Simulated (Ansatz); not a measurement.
# Work function of Hf(0001): what the settings cost and change

How far do functional and pseudopotentials move the work function of Hf(0001), and at what cost?

Method: plane-wave DFT, PBE, Ansatz PAW, in the first sound run; inputs show where later runs differ, in Ansatz 0.2.0.

This is a report of a sequence of runs, with the program logs left out and the cost of each run kept.

## Step 1: Set-up

The cell holds 7 atoms: 7 Hf. Cell: a = 3.200 Å, b = 3.200 Å, c = 33.187 Å, α = 90.0°, β = 90.0°, γ = 60.0°. Vacuum lies along c.

## Step 2: Slab, setting PBE, Ansatz PAW (420 eV)

A work function rests on the faint tail of the density, so the SCF threshold is tight. PBE on the default files comes first; the next runs keep the geometry and change functional or files, each at the cutoff that its files recommend; a relaxation and, for heavy metals, spin-orbit coupling close the ladder.

The input, input.yaml:

```yaml
crystal:
  lattice:
    - [3.2, 0.0, 0.0]
    - [1.6, 2.7712812921, 0.0]
    - [0.0, 0.0, 33.1872]
  atoms:
    - { symbol: Hf, position: [0.0, 0.0, 0.2711888921] }
    - { symbol: Hf, position: [0.6666666667, 0.6666666667, 0.3474592614] }
    - { symbol: Hf, position: [0.0, 0.0, 0.4237296307] }
    - { symbol: Hf, position: [0.6666666667, 0.6666666667, 0.5] }
    - { symbol: Hf, position: [0.0, 0.0, 0.5762703693] }
    - { symbol: Hf, position: [0.6666666667, 0.6666666667, 0.6525407386] }
    - { symbol: Hf, position: [0.0, 0.0, 0.7288111079] }
kpoints:
  mp_grid: { grid: [15, 15, 1] }
hamiltonian:
  xc: pbe
scf:
  occupations: { method: fermi_dirac, width: 0.1 }
  convergence: { dr2_threshold: 1.0e-09 }
efield:
  axis: 3
  dipole_correction: true
  ramp_position: 0.97
  ramp_width: 0.06
output:
  write_potential: true
  write_density: true
  volumetric_format: npy
  elf: true
```

Command:

```sh
ansatz run input.yaml --threads 4 --pin off --max-ram 6144MiB --backend cpu --events-out ev --progress --plain --runs-dir out
```

The job ended after 51 s (4 threads of Intel Xeon 6975P-C (Granite Rapids), shared host; peak memory 1.6 GiB; 2.9 min of CPU time).

This step gave:

```yaml
energy_at_zero_smearing: -110047.4907 eV
work_function_upper_face: 4.360 eV
```

Running mean over 2.5312 Å of the planar mean; the ramp of the sawtooth is left out. Table of electron's electrostatic potential energy less the Fermi level by z:

```csv
z (Å),electron's electrostatic potential energy less the Fermi level (eV)
3.5,4.36
4.0,4.36
4.5,4.35
5.0,4.33
5.5,4.28
6.0,4.11
6.5,3.63
7.0,2.29
7.5,-0.575
8.0,-4.04
8.5,-6.59
9.0,-7.41
9.5,-7.40
10.0,-7.30
10.5,-7.25
11.0,-7.26
11.5,-7.30
12.0,-7.34
12.5,-7.36
13.0,-7.35
13.5,-7.35
14.0,-7.35
14.5,-7.36
15.0,-7.37
15.5,-7.39
16.0,-7.39
16.5,-7.40
17.0,-7.39
17.5,-7.39
18.0,-7.38
18.5,-7.37
19.0,-7.35
19.5,-7.35
20.0,-7.35
20.5,-7.36
21.0,-7.35
21.5,-7.31
22.0,-7.27
22.5,-7.25
23.0,-7.27
23.5,-7.36
24.0,-7.45
24.5,-7.07
25.0,-5.19
25.5,-1.88
26.0,1.39
26.5,3.27
27.0,3.98
27.5,4.23
28.0,4.32
28.5,4.35
29.0,4.36
29.5,4.36
```

Valence density in the ca plane at fractional y = 0.000, with atoms of Hf within 0.2 Å of it. It is the smooth field of the valence electrons, not physical close to the nuclei.

Ten steps, logarithmic in the rise over the least value, from '0' (0 e/Å³) to '9' (29 e/Å³), each cell a mean:
```
26897411111111369974111111113699730000000000
13564211111111135542111111111355410000000000
11121111122111111211111221111111100000000000
01111001123211011110011232111111000000000000
11111101122111111111111221111111100000000000
12332111111111123321111111111233210000000000
25776311111111257763111111112577520000000000
37998411111111379984111111113799731000000000
```
Columns run along c (16.0 Å, from fractional 0.40 to 0.88 of the cell), rows up along a (3.2 Å). Atoms in or near the plane, at fractional coordinates: Hf at (0.42, 0.00), Hf at (0.58, 0.00), Hf at (0.73, 0.00).

ELF in the ca plane at fractional y = 0.000, with atoms of Hf within 0.2 Å of it. It is the smooth field of the valence electrons, not physical close to the nuclei.

Values, 5 rows by 16 columns, each cell a mean:
```
0.51 0.71 0.34 0.49 0.46 0.47 0.73 0.33 0.48 0.52 0.43 0.76 0.18 0.09 0.02 0.00
0.24 0.25 0.26 0.20 0.22 0.24 0.26 0.26 0.19 0.22 0.26 0.27 0.25 0.20 0.04 0.00
0.35 0.28 0.30 0.27 0.20 0.35 0.27 0.32 0.26 0.20 0.37 0.25 0.43 0.27 0.05 0.00
0.28 0.37 0.26 0.22 0.27 0.26 0.39 0.26 0.21 0.28 0.27 0.42 0.18 0.16 0.03 0.00
0.59 0.77 0.38 0.63 0.53 0.55 0.79 0.37 0.61 0.60 0.49 0.81 0.21 0.08 0.02 0.00
```
Columns run along c (16.0 Å, from fractional 0.40 to 0.88 of the cell), rows up along a (3.2 Å). Atoms in or near the plane, at fractional coordinates: Hf at (0.42, 0.00), Hf at (0.58, 0.00), Hf at (0.73, 0.00).

Electrostatic potential energy in the ca plane at fractional y = 0.000, with atoms of Hf within 0.2 Å of it. With pseudopotentials it is smooth inside the atoms' cores, unlike the true potential.

Ten even steps from '0' (-32 eV) to '9' (13 eV), each cell a mean:
```
51000479999998510004799999985000047999999999
74213688888888741136888888987411368999999999
87767888766788877678887667898766789999999999
99888998754688998889986556899988899999999999
98888898755688988889987556899888899999999999
86445788877888864467888778888644678999999999
62001589988998620015899889986200158999999999
50010379999998500103799999984001037899999999
```
Columns run along c (16.0 Å, from fractional 0.40 to 0.88 of the cell; values clipped at the 3rd and 97th percentile), rows up along a (3.2 Å). Atoms in or near the plane, at fractional coordinates: Hf at (0.42, 0.00), Hf at (0.58, 0.00), Hf at (0.73, 0.00).

The work function is 4.360 eV.

## Step 3: Slab

This step: plane-wave DFT, LDA, Ansatz PAW (Ansatz 0.2.0).

Edit input.yaml of step 2 so:

```diff
@@ -16,3 +16,3 @@
 hamiltonian:
-  xc: pbe
+  xc: lda
 scf:
@@ -29,2 +29 @@
   volumetric_format: npy
-  elf: true
```

Wall time 48 s (4 threads); peak memory 1.5 GiB.

The work function is 4.547 eV, +0.187 eV from the run “PBE, Ansatz PAW (420 eV)”, at 0.88 times its CPU time.

## Step 4: Slab

This step: plane-wave DFT, PBEsol, Ansatz PAW (Ansatz 0.2.0).

Edit input.yaml of step 3 so:

```diff
@@ -16,3 +16,3 @@
 hamiltonian:
-  xc: lda
+  xc: pbesol
 scf:
```

Wall time 49 s (4 threads); peak memory 1.6 GiB; 2.8 min of CPU time.

The work function is 4.431 eV, +0.071 eV from the run “PBE, Ansatz PAW (420 eV)”, at 0.95 times its CPU time.

## Step 5: Run

This step: plane-wave DFT, RPBE, Ansatz PAW (Ansatz 0.2.0).

Edit input.yaml of step 4 so:

```diff
@@ -16,3 +16,3 @@
 hamiltonian:
-  xc: pbesol
+  xc: rpbe
 scf:
```

Elapsed: 49 s, on 4 threads; peak memory 1.5 GiB.

The work function is 4.251 eV, -0.110 eV from the run “PBE, Ansatz PAW (420 eV)”, at 0.99 times its CPU time.

## Step 6: Slab

This step: plane-wave DFT, r2SCAN, Ansatz PAW (Ansatz 0.2.0).

Edit input.yaml of step 5 so:

```diff
@@ -16,3 +16,3 @@
 hamiltonian:
-  xc: rpbe
+  xc: r2scan
 scf:
```

Run time: 85 s. Hardware: 4 threads; peak memory 2.2 GiB.

The work function is 4.462 eV, +0.101 eV from the run “PBE, Ansatz PAW (420 eV)”, at 1.8 times its CPU time.

## Step 7: Slab

This step: plane-wave DFT, PBE, JTH PAW (Ansatz 0.2.0).

Edit input.yaml of step 6 so:

```diff
@@ -16,3 +16,4 @@
 hamiltonian:
-  xc: r2scan
+  xc: pbe
+  pseudopotentials: { kind: paw, source: jth }
 scf:
```

The job ended after 95 s (4 threads; peak memory 3.2 GiB).

The work function is 4.368 eV, +0.007 eV from the run “PBE, Ansatz PAW (420 eV)”, at 2.0 times its CPU time.

## Step 8: Slab

This step: plane-wave DFT, PBE, norm-conserving (Ansatz 0.2.0).

Edit input.yaml of step 7 so:

```diff
@@ -17,3 +17,3 @@
   xc: pbe
-  pseudopotentials: { kind: paw, source: jth }
+  pseudopotentials: { kind: nc }
 scf:
```

Wall time 2.9 min (4 threads); peak memory 5 GiB; 11 min of CPU time.

The work function is 4.360 eV, -0.001 eV from the run “PBE, Ansatz PAW (420 eV)”, at 3.8 times its CPU time.

## Step 9: Slab

This step: plane-wave DFT, LDA, norm-conserving (Ansatz 0.2.0).

Edit input.yaml of step 8 so:

```diff
@@ -16,3 +16,3 @@
 hamiltonian:
-  xc: pbe
+  xc: lda
   pseudopotentials: { kind: nc }
```

The job ended after 45 s (4 threads; peak memory 1.7 GiB).

The work function is 4.546 eV, +0.186 eV from the run “PBE, Ansatz PAW (420 eV)”, at 0.97 times its CPU time.

## Step 10: Run, setting PBE, all layers relaxed

This step: plane-wave DFT, PBE, Ansatz PAW (Ansatz 0.2.0).

Edit input.yaml of step 9 so:

```diff
@@ -16,4 +16,3 @@
 hamiltonian:
-  xc: lda
-  pseudopotentials: { kind: nc }
+  xc: pbe
 scf:
@@ -26,2 +25,5 @@
   ramp_width: 0.06
+relax:
+  f_tol: 0.01
+  max_steps: 40
 output:
```

It took 2.8 min on 4 threads; peak memory 1.4 GiB; 11 min of CPU time.

The relaxation took 5 steps and lowered the energy by 0.11 eV; the largest force on the free atoms ends at 0.0046 eV/Å.

The work function is 4.335 eV, -0.026 eV from the run “PBE, Ansatz PAW (420 eV)”, at 3.6 times its CPU time.

## Step 11: Run

This step: plane-wave DFT, PBE, fully relativistic PAW with spin-orbit coupling (Ansatz 0.2.0).

Edit input.yaml of step 10 so:

```diff
@@ -17,2 +17,3 @@
   xc: pbe
+  pseudopotentials: { kind: paw_fr }
 scf:
@@ -25,5 +26,5 @@
   ramp_width: 0.06
-relax:
-  f_tol: 0.01
-  max_steps: 40
+magnetization:
+  noncollinear: true
+  spin_orbit: true
 output:
```

Elapsed: 5.3 min, on 4 threads; peak memory 5.7 GiB; 21 min of CPU time.

The work function is 4.362 eV, +0.002 eV from the run “PBE, Ansatz PAW (420 eV)”, at 7.2 times its CPU time.

## Step 12: Side by side

Times are for 4 threads of Intel Xeon 6975P-C (Granite Rapids), shared host. Results by setting:

```csv
no.,setting,"work function, upper face (eV)",time,memory (GiB)
1,"PBE, Ansatz PAW (420 eV)",4.360,51 s,1.6
2,"LDA, Ansatz PAW (420 eV)",4.547,48 s,1.5
3,"PBEsol, Ansatz PAW (420 eV)",4.431,49 s,1.6
4,"RPBE, Ansatz PAW (420 eV)",4.251,49 s,1.5
5,"r2SCAN, Ansatz PAW (500 eV)",4.462,85 s,2.2
6,"PBE, JTH PAW (1230 eV)",4.368,95 s,3.2
7,"PBE, norm-conserving (1143 eV)",4.360,2.9 min,5.0
8,"LDA, norm-conserving (789 eV)",4.546,45 s,1.7
9,"PBE, all layers relaxed",4.335,2.8 min,1.4
10,PBE with spin-orbit coupling (420 eV),4.362,5.3 min,5.7
```

## Step 13: The same run with other settings

This step: plane-wave DFT, PBE, Ansatz PAW (Ansatz 0.2.0).

An input spoilt on purpose, to show how the run answers: it repeats the earlier run “PBE, Ansatz PAW (420 eV)” with efield.ramp_width from 0.06 to 0.9, and scf.max_iter set to 60; its output block differs too.

Edit input.yaml of step 11 so:

```diff
@@ -17,3 +17,2 @@
   xc: pbe
-  pseudopotentials: { kind: paw_fr }
 scf:
@@ -21,2 +20,3 @@
   convergence: { dr2_threshold: 1.0e-09 }
+  max_iter: 60
 efield:
@@ -25,6 +25,3 @@
   ramp_position: 0.97
-  ramp_width: 0.06
-magnetization:
-  noncollinear: true
-  spin_orbit: true
+  ramp_width: 0.9
 output:
```

The job ended after 0.34 s (4 threads; peak memory 0.66 GiB).

The program refused the input before any cycle.

The program's message: “Error: efield: ion 0 (Hf) at fractional coordinate 0.2712 along the field axis lies inside the sawtooth ramp with 2 of the planes that the density is read on at each end, [0.9611, 0.8789] — the ramp m …”

The fault put into the input: a ramp so wide that it reaches the atoms.

## Step 14: Results

```yaml
work_function_pbe_ansatz_paw_420_ev: 4.360 eV
work_function_lda_ansatz_paw_420_ev: 4.547 eV
work_function_rpbe_ansatz_paw_420_ev: 4.251 eV
work_function_r2scan_ansatz_paw_500_ev: 4.462 eV
work_function_pbe_all_layers_relaxed: 4.335 eV
work_function_pbe_with_spin_orbit_coupling_420_ev: 4.362 eV
```

What this shows: PBE on the default files gives 4.36 eV, and the settings tried spread the value from 4.25 to 4.55 eV. At one geometry LDA lies 0.19 eV above PBE. The choice of pseudopotentials moves the PBE value by 0.008 eV. Relaxing the layers changes it by -0.026 eV. Spin-orbit coupling, on the fully relativistic files, changes it by +0.00 eV. The ladder's slabs use the tabulated experimental lattice constant (two decimals; a low-temperature value for the alkali metals).

[Long decimals in the printed logs are rounded to 6 places.]

[Logs are printed without paths, hosts, clocks, repeated set-up lines and the standing remarks that a program may print on its own settings, such as how far it seeks lower states.]

[Hosts, paths, dates, database ids (printed as entryN), source tags and the programs' standing remarks are cut or masked in the printed files.]

[Maps of the electrostatic potential energy from Ansatz leave out the sawtooth potential of an applied field or a dipole correction, so their vacuum need not be flat; planar profiles and work functions include it.]
